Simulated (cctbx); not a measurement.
# BiIr2Pb2 across an absorption edge

Space group I4/mmm (no. 139), a = 4.6650 Å, b = 4.6650 Å, c = 10.9170 Å, α = 90.00°, β = 90.00°, γ = 90.00°.

| atom | mult. | x | y | z | Ueq (Å²) |
| --- | --- | --- | --- | --- | --- |
| Bi1 | 2 | 0 | 0 | 0 | 0.0013 |
| Pb1 | 4 | 1/2 | 1/2 | 0.1181 | 0.0016 |
| Ir1 | 4 | 1/2 | 0 | 1/4 | 0.0027 |

This is a model crystal, built by substitution and not relaxed, with assumed displacement parameters.

Calculated with cctbx: free-atom f′ and f″ from the Sasaki tables, no fine structure; amplitudes in electrons.

```csv
E (eV),F 2 1 1,F 1 1 0,F 2 0 2,F 2 1 3
10615,54.6,165.4,69.9,254.6
10965,54.2,170.4,63.6,253.1
11095,54.0,175.3,58.2,252.6
11155,53.9,180.3,53.0,252.3
11185,53.9,185.5,47.7,252.1
11200,53.8,190.7,42.5,252.1
11207,53.8,195.3,37.9,252.0
11211,53.8,200.0,33.2,252.0
11219,53.8,203.5,40.6,252.0
11223,53.8,196.7,45.7,252.0
11230,53.8,191.1,50.2,251.9
11245,53.8,185.1,55.1,251.9
11275,53.7,179.2,60.1,251.7
11365,53.6,171.3,66.6,251.3
11615,53.1,161.6,74.0,249.9
```

**Question.** Which edge is crossed, and why do the reflections move as they do?

The L3 edge of Ir. The edge is at 11215 eV. f′ of Ir falls from -12.1 e at 11095 eV to -18.5 e at 4 eV below it, and f″ steps from 3.86 to 10.19 e across it. Over that approach |F| changes by -0 % (2 1 1), +14 % (1 1 0), -43 % (2 0 2) and -0 % (2 1 3): a reflection falls where Ir scatters in phase with the total and rises where it scatters against it; it hardly moves where the Ir term is small or cancels by symmetry. Above the edge the larger f″ enters the imaginary part, where it can add to or cancel the other atoms' f″. The structure is centrosymmetric, so Friedel mates stay equal.

[Logs are printed without paths, hosts, clocks, repeated set-up lines and the standing remarks that a program may print on its own settings, such as how far it seeks lower states.]
